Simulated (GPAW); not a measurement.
Computed results, one entry a study.

### How the form of the self-energy moves the gap of ZnS2 (Pa-3)

It takes space group Pa-3 (No. 205, cubic). Conventional cell: a = 5.945 Å, b = 5.945 Å, c = 5.945 Å, α = 90.00°, β = 90.00°, γ = 90.00°. Zn has 6 S at 2.52 Å nearest. Nearest to S lie 1 S at 2.06 Å and 3 Zn at 2.52 Å. Farther neighbours and most contacts between anions are not listed.

- method: DFT, LDA, plane waves, PAW (and 1 further level or step)
- program: GPAW 26.7.0
- settings of one run: cutoff 600 eV, GPAW PAW setups 1.2.1 data release, 2×2×2 k-mesh, nbands 260
- cost: 4 runs, 8.3 min in all on 4 MPI ranks of Arm Neoverse V1, shared host (the runs of this entry)
- notes: The cell and positions are those that the Materials Project relaxed with its own functionals (PBE, PBE+U or r2SCAN), kept fixed. Bands and cutoff are finite, so the gap is not at the basis limit. The miss can reach some tenths of an eV and take either sign; the mesh is an error of its own. The 2×2×2 mesh is coarse for this cell, which bears on the long-range parts of exchange and screening.
- G0W0, Godby-Needs plasmon pole: 2.761 eV
- G0W0, full frequency, Hilbert transform: 2.743 eV
- G0W0, multipole: 2.746 eV
- known limits: not at the basis limit; coarse k mesh

G0W0, full frequency, Hilbert transform: −0.018 eV against G0W0, Godby-Needs plasmon pole. G0W0, multipole: −0.016 eV against G0W0, Godby-Needs plasmon pole.

[Runs of the session that timed out or met a known fault of the program may be left out.]

[Hosts, paths, dates, database ids (printed as entryN), source tags and the programs' standing remarks are cut or masked in the printed files.]
